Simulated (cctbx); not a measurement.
**A disordered crystal of nominal TlPtAu**

Cell a = 7.0390 Å, b = 7.0390 Å, c = 4.0460 Å, α = 90.00°, β = 90.00°, γ = 120.00°; space group P-62m (no. 189); nominal formula TlPtAu.

Simulated single-crystal data (cctbx): Mo Kα, λ = 0.71073 Å, to d = 0.8 Å, 70 % of the full sphere, strongest reflection 5000 counts, noise from counting, a 3 % proportional error and a noise floor of 15 counts (s.d.); no absorption.

With every site full:

```text
Rint 0.064, 156 unique reflections to 0.80 A
cycle     R1     wR2    GooF  max shift (A)
   1  0.1279  0.2573   6.747   0.00566
   2  0.0764  0.1569   4.113   0.00014
final R1 0.0764 wR2 0.1569 GooF 4.113  parameters 12  data/parameter 13.0
atom        x        y        z      Ueq    occ   su(xyz)  su(Uiso or U11)
Tl1    0.00000  0.23670  0.00000   0.0153  1.000  0.00073  0.0029
Au1    0.66667  0.33333  0.00000   0.0120  1.000  0.00000  0.0019
Au2    0.00000  0.00000  0.50000   0.0085  1.000  0.00000  0.0023
Pt1    0.00000  0.58701  0.50000   0.0335  1.000  0.00150  0.0039
difference map: max 8.50 min -11.77 rms 2.29
Q1    0.3333  0.6667  0.0000    2    8.54  0.00 A from Au1
Q2    0.0000  0.0000  0.4236    2    7.52  0.31 A from Au2
Q3    0.0000  0.6764  0.0000    3    6.82  2.04 A from Tl1
Q4    0.0000  0.0000  0.1147    2    6.35  1.56 A from Au2
Q5    0.0000  0.8526  0.0000    3    6.10  1.46 A from Tl1
Q6    0.0000  0.2935  0.0000    3    5.65  0.40 A from Tl1
```

With the occupancies of the suspect sites free, each still typed as its main element:

```text
Rint 0.064, 156 unique reflections to 0.80 A
cycle     R1     wR2    GooF  max shift (A)
   1  0.1218  0.2466   6.487   0.00530
   3  0.0207  0.0355   0.934   0.00001
final R1 0.0207 wR2 0.0355 GooF 0.934  parameters 13  data/parameter 12.0
atom        x        y        z      Ueq    occ   su(xyz)  su(Uiso or U11)
Tl1    0.00000  0.23737  0.00000   0.0216  1.000  0.00017  0.0006
Au1    0.66667  0.33333  0.00000   0.0176  1.000  0.00000  0.0004
Au2    0.00000  0.00000  0.50000   0.0142  1.000  0.00000  0.0005
Pt1    0.00000  0.58635  0.50000   0.0084  0.604  0.00032  0.0009
su of occupancy Pt1: 0.006
difference map: max 2.10 min -1.92 rms 0.53
Q1    0.0000  0.0000  0.0000    1    2.10  1.67 A from Tl1
Q2    0.0000  0.0000  0.1628    2    1.83  1.36 A from Au2
Q3    0.0000  0.8488  0.0000    3    1.69  1.47 A from Tl1
Q4    0.0000  0.5274  0.2949    6    1.66  0.93 A from Pt1
Q5    0.1876  0.3933  0.5000    6    1.60  1.52 A from Pt1
Q6    0.0000  0.1136  0.1932    6    1.49  1.17 A from Tl1
```

**Question.** What is the disorder?

X-rays count electrons. Pt1 refines to 0.604(0.006), or 47.1 electrons; the site truly holds 0.6 Pt, 46.8 electrons, which is 0.600 of Pt. A value under 1 can't tell vacancies from a lighter guest, and one over 1 needs a heavier guest; chemistry or a second radiation must settle which. Occupancy correlates with U and the scale, so the match is approximate.

Freeing them takes R1 from 0.0764 to 0.0207 and GooF from 4.11 to 0.93.

The model is made up (kin elements in a known structure type, no relaxation), so it says nothing on whether the phase exists.

[Middle refinement cycles are left out of these outputs.]

[Logs are printed without paths, hosts, clocks, repeated set-up lines and the standing remarks that a program may print on its own settings, such as how far it seeks lower states.]
